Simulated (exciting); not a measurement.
Consider SnO2 (Cassiterite), space group P4_2/mnm.

```cif
data_structure
_symmetry_space_group_name_H-M 'P 1'
_symmetry_Int_Tables_number 1
_cell_length_a 4.7380
_cell_length_b 4.7380
_cell_length_c 3.1865
_cell_angle_alpha 90.000
_cell_angle_beta 90.000
_cell_angle_gamma 90.000
_cell_volume 71.53
loop_
_atom_site_label
_atom_site_type_symbol
_atom_site_fract_x
_atom_site_fract_y
_atom_site_fract_z
_atom_site_occupancy
Sn1 Sn 0.50000 0.50000 0.50000 1
Sn2 Sn 0.00000 0.00000 0.00000 1
O3 O 0.80710 0.19290 0.50000 1
O4 O 0.69290 0.69290 0.00000 1
O5 O 0.19290 0.80710 0.50000 1
O6 O 0.30710 0.30710 0.00000 1
```

Absorber: atom 3, with nearest neighbours 3 Sn at 2.05 Å and 1 O at 2.59 Å (site symmetry m2m). Method: exciting, all-electron LAPW+lo, PBE, exchange and screened direct term (singlet BSE), 3×3×5 shifted k points, 26 conduction bands, |G+q| up to 3 bohr⁻¹, full RPA screening with nempty = 52, Lorentzian half width 0.45 eV.

Q: Predict the O K near-edge structure at this level.

Bound core exciton? Undecided on this mesh: the first bright state (over 5 % of the brightest) lies at 0.31 eV from the Kohn–Sham onset and at -0.52 eV from the lowest bare transition of its own mesh; weaker or dark states reach down to 0.11 eV. Maxima (height): 2.0 eV (1.00), 5.1 eV (0.48), 6.6 eV (0.73), 8.2 eV (0.73) and 18.1 eV (0.17).

Energy from the Kohn–Sham onset, core level to the lowest empty state found on the meshes used; Im ε in relative units:

| E (eV) | Im ε |
| --- | --- |
| -2.5 | 0.02 |
| -2.0 | 0.03 |
| -1.5 | 0.04 |
| -1.0 | 0.05 |
| -0.5 | 0.08 |
| 0.0 | 0.13 |
| 0.5 | 0.23 |
| 1.0 | 0.42 |
| 1.5 | 0.68 |
| 2.0 | 0.99 |
| 2.5 | 0.76 |
| 3.0 | 0.51 |
| 3.5 | 0.38 |
| 4.0 | 0.36 |
| 4.5 | 0.35 |
| 5.0 | 0.46 |
| 5.5 | 0.44 |
| 6.0 | 0.46 |
| 6.5 | 0.69 |
| 7.0 | 0.61 |
| 7.5 | 0.56 |
| 8.0 | 0.71 |
| 8.5 | 0.67 |
| 9.0 | 0.57 |
| 9.5 | 0.52 |
| 10.0 | 0.41 |
| 10.5 | 0.26 |
| 11.0 | 0.17 |
| 11.5 | 0.13 |
| 12.0 | 0.11 |
| 12.5 | 0.11 |
| 13.0 | 0.12 |
| 13.5 | 0.10 |
| 14.0 | 0.09 |
| 14.5 | 0.10 |
| 15.0 | 0.11 |
| 15.5 | 0.12 |
| 16.0 | 0.14 |
| 16.5 | 0.14 |
| 17.0 | 0.14 |
| 17.5 | 0.15 |
| 18.0 | 0.17 |
| 18.5 | 0.15 |
| 19.0 | 0.13 |
| 19.5 | 0.13 |
| 20.0 | 0.12 |
| 20.5 | 0.12 |
| 21.0 | 0.13 |
| 21.5 | 0.16 |

A mesh of 45 points doesn't converge binding energies, and fine structure above the first lines is partly noise of the mesh. Exchange and the short-range direct term aren't converged in the kernel cutoff. The zero comes from the unshifted 3×3×5 ground-state mesh; it is exact only where the band minimum lies on that mesh. The Kohn–Sham onset, 506 eV, is no photon energy: the scale needs a rigid shift. No quasiparticle correction widens the gap or stretches the bands. Vibrations and energy-dependent lifetimes are left out. The structure is a published determination, not relaxed.

[Banner, clock and machine lines of the logs are left out without a mark of their own.]

[Logs are printed without paths, hosts, clocks, repeated set-up lines and the standing remarks that a program may print on its own settings, such as how far it seeks lower states.]

[Hosts, paths, dates, database ids (printed as entryN), source tags and the programs' standing remarks are cut or masked in the printed files.]
